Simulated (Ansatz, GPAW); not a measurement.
# How MoS3 (model structure) absorbs and reflects light, part 2 of 3

Aim: the dielectric function of MoS3 (model structure), and the optical constants that follow from it. The structure is a model built here, which may or may not match a known phase. It was built so: All O replaced by S and W replaced by Mo in the Pm-3m structure of WO3. The cell is first relaxed with Ansatz.

GPAW 26.7.0; DFT, PBE, plane-wave PAW (GPAW data sets), scalar-relativistic, RPA, optical limit.

So far: The starting structure; Relaxation.

## Step 3: Ground state

The self-consistent density comes first; it also tells whether there is a gap, which decides the occupations and the need for a Drude term.

This step: DFT, PBE, plane-wave PAW (GPAW data sets), scalar-relativistic, ground state (GPAW 26.7.0).

File gs.py:

```python
from ase import Atoms
from ase.dft.bandgap import bandgap
from gpaw import GPAW, PW, FermiDirac

atoms = Atoms(['Mo', 'S', 'S', 'S'],
              cell=[[4.686162754200, 0.000000000000, 0.000000000000],
                    [0.000000000000, 4.686162754200, 0.000000000000],
                    [0.000000000000, 0.000000000000, 4.686162754200]],
              scaled_positions=[[0.000000000000, 0.000000000000, 0.000000000000],
                                [0.500000000000, 0.000000000000, 0.000000000000],
                                [0.000000000000, 0.500000000000, 0.000000000000],
                                [0.000000000000, 1.000000000000, 0.500000000000]],
              pbc=[True, True, True])
atoms.calc = GPAW(mode=PW(400), xc='PBE', kpts={'size': (5, 5, 5), 'gamma': True},
                  occupations=FermiDirac(0.05), maxiter=150, txt='gs.txt')
print('energy (eV)', atoms.get_potential_energy())
print('Fermi level (eV)', atoms.calc.get_fermi_level())
print('valence electrons', atoms.calc.get_number_of_electrons())
print('gap (eV)', bandgap(atoms.calc, output=None)[0])
print('direct gap (eV)', bandgap(atoms.calc, direct=True, output=None)[0])
atoms.calc.write('gs.gpw')
```

On the command line:

```sh
$ OMP_NUM_THREADS=1 python gs.py
```

Numbers of over 12 decimals in the logs are rounded to 6 here.

The program printed:

```text
__  _  _
 | _ |_)|_||  |
 |__||  | ||/\| - 26.7.0

Versions:
  Python: 3.12.14
  ASE:    3.29.0
  Numpy:  2.5.5
  Scipy:  1.18.1
  Libxc:  7.0.0

Input parameters:
  mode=PW(ecut=400.0),
  kpts=MonkhorstPack(size=(5, 5, 5), gamma=True),
  maxiter=150,
  occupations=Occupations(name='fermi-dirac', width=0.05, fixmagmom=False),
  xc=XC(name='PBE')

Diagonalizing LCAO Hamiltonian
Converting LCAO to pw mode
    .-----------.
   /|           |
  / |           |
 *  |           |
 |  |           |
 |  |           |
 S  .-----------.
 | S           /
 |/           /
 Mo----S-----*

Atoms  # Å, Bohr magnetons
|   | symbol |        x |        y |        z |    initial magnetic moments |
| 0 |     Mo | 0.000000 | 0.000000 | 0.000000 | ( 0.0000,  0.0000,  0.0000) |
| 1 |      S | 2.343081 | 0.000000 | 0.000000 | ( 0.0000,  0.0000,  0.0000) |
| 2 |      S | 0.000000 | 2.343081 | 0.000000 | ( 0.0000,  0.0000,  0.0000) |
| 3 |      S | 0.000000 | 4.686163 | 2.343081 | ( 0.0000,  0.0000,  0.0000) |

Unit cell  # Å
| periodic |        x |        y |        z |  lengths |    angles |
|      yes | 4.686163 | 0.000000 | 0.000000 | 4.686163 | 90.000000 |
|      yes | 0.000000 | 4.686163 | 0.000000 | 4.686163 | 90.000000 |
|      yes | 0.000000 | 0.000000 | 4.686163 | 4.686163 | 90.000000 |

Number of symmetries: 48
Symmetry operations  # r_c * U_cc + t_c -> r_c
|    | kind |            matrix            |
|  0 |  E   |  1, 0, 0,  0, 1, 0,  0, 0, 1 |
|  1 |  σ   |  1, 0, 0,  0, 1, 0,  0, 0,-1 |
|  2 |  σ   |  1, 0, 0,  0, 0, 1,  0, 1, 0 |
|  3 |  C4  |  1, 0, 0,  0, 0, 1,  0,-1, 0 |
|  4 |  C4  |  1, 0, 0,  0, 0,-1,  0, 1, 0 |
|  5 |  σ   |  1, 0, 0,  0, 0,-1,  0,-1, 0 |
|  6 |  σ   |  1, 0, 0,  0,-1, 0,  0, 0, 1 |
|  7 |  C2  |  1, 0, 0,  0,-1, 0,  0, 0,-1 |
|  8 |  σ   |  0, 1, 0,  1, 0, 0,  0, 0, 1 |
|  9 |  C2  |  0, 1, 0,  1, 0, 0,  0, 0,-1 |
| 10 |  C3  |  0, 1, 0,  0, 0, 1,  1, 0, 0 |
| 11 |  S6  |  0, 1, 0,  0, 0, 1, -1, 0, 0 |
| 12 |  S6  |  0, 1, 0,  0, 0,-1,  1, 0, 0 |
| 13 |  C3  |  0, 1, 0,  0, 0,-1, -1, 0, 0 |
| 14 |  C4  |  0, 1, 0, -1, 0, 0,  0, 0, 1 |
| 15 |  S4  |  0, 1, 0, -1, 0, 0,  0, 0,-1 |
| 16 |  C3  |  0, 0, 1,  1, 0, 0,  0, 1, 0 |
| 17 |  S6  |  0, 0, 1,  1, 0, 0,  0,-1, 0 |
| 18 |  σ   |  0, 0, 1,  0, 1, 0,  1, 0, 0 |
| 19 |  C4  |  0, 0, 1,  0, 1, 0, -1, 0, 0 |
| 20 |  C2  |  0, 0, 1,  0,-1, 0,  1, 0, 0 |
| 21 |  S4  |  0, 0, 1,  0,-1, 0, -1, 0, 0 |
| 22 |  S6  |  0, 0, 1, -1, 0, 0,  0, 1, 0 |
| 23 |  C3  |  0, 0, 1, -1, 0, 0,  0,-1, 0 |
| 24 |  S6  |  0, 0,-1,  1, 0, 0,  0, 1, 0 |
| 25 |  C3  |  0, 0,-1,  1, 0, 0,  0,-1, 0 |
| 26 |  C4  |  0, 0,-1,  0, 1, 0,  1, 0, 0 |
| 27 |  σ   |  0, 0,-1,  0, 1, 0, -1, 0, 0 |
| 28 |  S4  |  0, 0,-1,  0,-1, 0,  1, 0, 0 |
| 29 |  C2  |  0, 0,-1,  0,-1, 0, -1, 0, 0 |
| 30 |  C3  |  0, 0,-1, -1, 0, 0,  0, 1, 0 |
| 31 |  S6  |  0, 0,-1, -1, 0, 0,  0,-1, 0 |
| 32 |  C4  |  0,-1, 0,  1, 0, 0,  0, 0, 1 |
| 33 |  S4  |  0,-1, 0,  1, 0, 0,  0, 0,-1 |
| 34 |  S6  |  0,-1, 0,  0, 0, 1,  1, 0, 0 |
| 35 |  C3  |  0,-1, 0,  0, 0, 1, -1, 0, 0 |
| 36 |  C3  |  0,-1, 0,  0, 0,-1,  1, 0, 0 |
| 37 |  S6  |  0,-1, 0,  0, 0,-1, -1, 0, 0 |
| 38 |  σ   |  0,-1, 0, -1, 0, 0,  0, 0, 1 |
| 39 |  C2  |  0,-1, 0, -1, 0, 0,  0, 0,-1 |
| 40 |  σ   | -1, 0, 0,  0, 1, 0,  0, 0, 1 |
| 41 |  C2  | -1, 0, 0,  0, 1, 0,  0, 0,-1 |
| 42 |  C2  | -1, 0, 0,  0, 0, 1,  0, 1, 0 |
| 43 |  S4  | -1, 0, 0,  0, 0, 1,  0,-1, 0 |
| 44 |  S4  | -1, 0, 0,  0, 0,-1,  0, 1, 0 |
| 45 |  C2  | -1, 0, 0,  0, 0,-1,  0,-1, 0 |
| 46 |  C2  | -1, 0, 0,  0,-1, 0,  0, 0, 1 |
| 47 |  i   | -1, 0, 0,  0,-1, 0,  0, 0,-1 |

BZ-sampling:
  Number of BZ points: 125
  Number of IBZ points: 10

  Monkhorst-Pack size: [5, 5, 5]
  Monkhorst-Pack shift: [0, 0, 0]

K-points  # in reciprocal-cell coordinates
|   |                                coordinates |     weight |
| 0 | (  0.00000000,   0.00000000,   0.00000000) | 0.00800000 |
| 1 | (  0.20000000,   0.00000000,   0.00000000) | 0.04800000 |
| 2 | (  0.20000000,   0.20000000,   0.00000000) | 0.09600000 |
| 3 | (  0.20000000,   0.20000000,   0.20000000) | 0.06400000 |
| 4 | (  0.40000000,   0.00000000,   0.00000000) | 0.04800000 |
| 5 | (  0.40000000,   0.20000000,   0.00000000) | 0.19200000 |
| 6 | (  0.40000000,   0.20000000,   0.20000000) | 0.19200000 |
| 7 | (  0.40000000,   0.40000000,   0.00000000) | 0.09600000 |
| 8 | (  0.40000000,   0.40000000,   0.20000000) | 0.19200000 |
| 9 | (  0.40000000,   0.40000000,   0.40000000) | 0.06400000 |

Plane wave coefficients: 1887
Cutoff: 400.0 eV

Spin-components: 1 (collinear spins)
Bands:           24
Projectors:      21
Spin-degeneracy: 2
Datatype:        complex128

Parallelization:
  kpt:    1
  domain: 1
  band:   1

Density:
  Valence electrons: 32.0
  Components: 1
  Grid points: [24 24 24]
  Charge: 0.0  # |e|

Potential:
  Grid points: [24 24 24]

species:
  Mo:
    name:    Molybdenum
    id:
    Z:       42.0
    valence: 14
    core:    28
    charge:  0.0  # [|e|]
    compensation charges:
      type: gauss
      rc: 0.38  # [Å]
      lmax: 2
    cutoffs:
      filter: 2.16  # [Å]
      core: 1.42  # [Å]
    projectors
    | kind |    occ | energy [eV] | rcut [Å] |
    |   4s |  2.000 |     -64.307 |    1.238 |
    |   5s |  1.000 |      -4.084 |    1.238 |
    |   4p |  6.000 |     -38.491 |    1.296 |
    |   5p |  0.000 |      -1.044 |    1.296 |
    |   4d |  5.000 |      -3.754 |    1.296 |
    |    d |        |      23.458 |    1.296 |

    Using partial waves for Mo as LCAO basis

  S:
    name:    Sulfur
    id:
    Z:       16.0
    valence: 6
    core:    10
    charge:  0.0  # [|e|]
    compensation charges:
      type: gauss
      rc: 0.24  # [Å]
      lmax: 2
    cutoffs:
      filter: 1.77  # [Å]
      core: 1.66  # [Å]
    projectors
    | kind |    occ | energy [eV] | rcut [Å] |
    |   3s |  2.000 |     -17.254 |    0.974 |
    |   3p |  4.000 |      -7.008 |    0.979 |
    |    s |        |       9.957 |    0.974 |
    |    p |        |      20.203 |    0.979 |
    |    d |        |       0.000 |    0.900 |

    Using partial waves for S as LCAO basis

Reference energy: -142706.932324  # eV

eigensolver:
  PPCG
  Converge bands: occupied
  niter=2

density mixing:
  MSR1-Mixer
  Pratt-step length: 0.05
  Maximum mixing coefficient: 0.75
  Old densities: 10
  SVD Regularization: 0.005
  Good broyden scale: 1.0
  Trust region scale: 1.0
  Backstep threshold: 4.0
  History deletion threshold: 6.0
  Fourier metric: weight=20.0, sigma=0.015

occupation numbers:
  Fermi-Dirac:
    width: 0.0500  # eV

poisson solver:
  ecut: 3200.0  # eV

xc functional:
  name: PBE with 2 nearest neighbor stencil

convergence criteria:
- Maximum [total energy] change in last 3 cyles: 0.0005 eV / valence electron
- Maximum integral of absolute [dens]ity change: 0.0001 electrons / valence electron
- Maximum integral of absolute [eigenst]ate change: 4e-08 eV^2 / valence electron
maximum number of iterations: 150

SCF iterations
|iter     |      energy | eigst |  dens |
|iter:   1||  -27.026698 | +0.08 |       |
|iter:   2||  -25.378491 | -1.39 | -0.84 |
|iter:   3||  -23.467637 | -0.84 | -0.97 |
|iter:   4||  -23.434569 | -2.24 | -1.45 |
|iter:   5||  -23.424404 | -1.98 | -1.59 |
|iter:   6||  -23.387198 | -2.54 | -1.68 |
|iter:   7||  -23.381295 | -3.69 | -2.19 |
|iter:   8||  -23.381504c| -5.34 | -3.25 |
|iter:   9||  -23.381293c| -5.88 | -3.31 |
|iter:  10||  -23.381292c| -7.28 | -4.51c|
|iter:  11||  -23.381285c| -7.51c| -4.74c|

Converged in 11 steps
SCF loop duration: 9.910 s (0.901 s/step)
Energy contributions relative to reference atoms: (reference = -142706.932324)

Energy contributions:
  Kinetic:          -1.463931
  Coulomb:          -5.772539
  Zero:             -0.151170
  External:          0.000000
  Xc:              -15.961183
  Entropy:          -0.064922
  Spinorbit:         0.000000
  ----------------------------
  Free energy:     -23.413746
  Extrapolated:    -23.381285

dipole moment: (-47.692854, -47.692854, -47.692854)  # |e|*Ang

Fermi level: 3.544
Eigenvalues  # (at kpt = [0.000, 0.000, 0.000])
| band index |      eig [eV] | occ [0-2] |
|          0 |       -58.801 |     2.000 |
|        ... |               |           |
|         11 |         1.748 |     2.000 |
|         12 |         1.748 |     2.000 |
|         13 |         2.352 |     2.000 |
|         14 |         2.352 |     2.000 |
|         15 |         2.352 |     2.000 |
|         16 |         2.971 |     2.000 |
|         17 |         2.971 |     2.000 |
|         18 |         2.971 |     2.000 |
|         19 |         3.898 |     0.002 |
|         20 |         3.898 |     0.002 |
|         21 |         8.008 |     0.000 |
|         22 |        10.331 |     0.000 |
|         23 |        10.946 |     0.000 |

No gap
No difference between direct/indirect transitions

--- standard output ---
energy (eV) -23.381285
Fermi level (eV) 3.543865
valence electrons 32.0
gap (eV) 0.0
direct gap (eV) 0.0
```

Run time: 13 s. Hardware: 1 thread of Intel Xeon Platinum 8259CL at 2.50GHz (Skylake/Cascade Lake), shared host; peak memory 0.15 GiB.

Numbers from this step:

| Item | Value |
| --- | --- |
| energy | -23.38 eV |
| Fermi energy | 3.544 eV |
| electrons | 32 |

There are states at the Fermi level within the smearing, so the occupations stay smeared and the carriers get a Drude term.

## Step 4: Bands for the response

The response needs many more empty bands than the density does.

This step: DFT, PBE, plane-wave PAW (GPAW data sets), scalar-relativistic, bands at fixed density (GPAW 26.7.0).

File nscf.py:

```python
from ase.dft.bandgap import bandgap
from gpaw import GPAW, FermiDirac

calc = GPAW('gs.gpw').fixed_density(kpts={'size': (8, 8, 8), 'gamma': True}, nbands=71, convergence={'bands': 65},
                                    occupations=FermiDirac(0.05), txt='nscf.txt')
print('gap (eV)', bandgap(calc, output=None)[0])
print('direct gap (eV)', bandgap(calc, direct=True, output=None)[0])
print('top band over the Fermi level (eV)', min(calc.get_eigenvalues(kpt=k)[64] for k in range(len(calc.get_ibz_k_points()))) - calc.get_fermi_level())
calc.write('full.gpw', mode='all')
```

On the command line:

```sh
$ OMP_NUM_THREADS=1 python nscf.py
```

The program printed:

```text
Diagonalizing LCAO Hamiltonian
Converting LCAO to pw mode
convergence criteria:
- Maximum integral of absolute [eigenst]ate change: 4e-08 eV^2 / valence electron
maximum number of iterations: 150

SCF iterations
|iter     |      energy | eigst |  dens |
|iter:   1||             | +3.50 |       |
|iter:   2||             | +2.33 |       |
|iter:   3||             | +1.25 |       |
|iter:   4||             | +0.29 |       |
|iter:   5||             | -0.38 |       |
|iter:   6||             | -0.90 |       |
|iter:   7||             | -1.37 |       |
|iter:   8||             | -1.78 |       |
|iter:   9||             | -2.16 |       |
|iter:  10||             | -2.52 |       |
|iter:  11||             | -2.89 |       |
|iter:  12||             | -3.30 |       |
|iter:  13||             | -3.72 |       |
|iter:  14||             | -4.11 |       |
|iter:  15||             | -4.53 |       |
|iter:  16||             | -4.97 |       |
|iter:  17||             | -5.40 |       |
|iter:  18||             | -5.82 |       |
|iter:  19||             | -6.22 |       |
|iter:  20||             | -6.61 |       |
|iter:  21||             | -6.96 |       |
|iter:  22||             | -7.27 |       |
|iter:  23||             | -7.57c|       |
SCF steps: 23
  __  _  _
 | _ |_)|_||  |
 |__||  | ||/\| - 26.7.0

Versions:
  Python: 3.12.14
  ASE:    3.29.0
  Numpy:  2.5.5
  Scipy:  1.18.1
  Libxc:  7.0.0

Input parameters:
  mode=PW(ecut=400.0),
  convergence={'bands': 65},
  gpts=array([24, 24, 24]),
  kpts=MonkhorstPack(size=(8, 8, 8), gamma=True),
  maxiter=150,
  nbands=71,
  occupations=Occupations(name='fermi-dirac', width=0.05, fixmagmom=False),
  parallel={},
  xc=XC(name='PBE')

--- standard output ---
gap (eV) 0.0
direct gap (eV) 0.0
top band over the Fermi level (eV) 28.518860
```

The job ended after 2.8 min (1 thread; peak memory 0.25 GiB).

(Part 2 of 3 ends here.)

[Machine, clock and banner lines and Python warnings are left out of the logs.]

[Logs are printed without paths, hosts, clocks, repeated set-up lines and the standing remarks that a program may print on its own settings, such as how far it seeks lower states.]

[Hosts, paths, dates, database ids (printed as entryN), source tags and the programs' standing remarks are cut or masked in the printed files.]
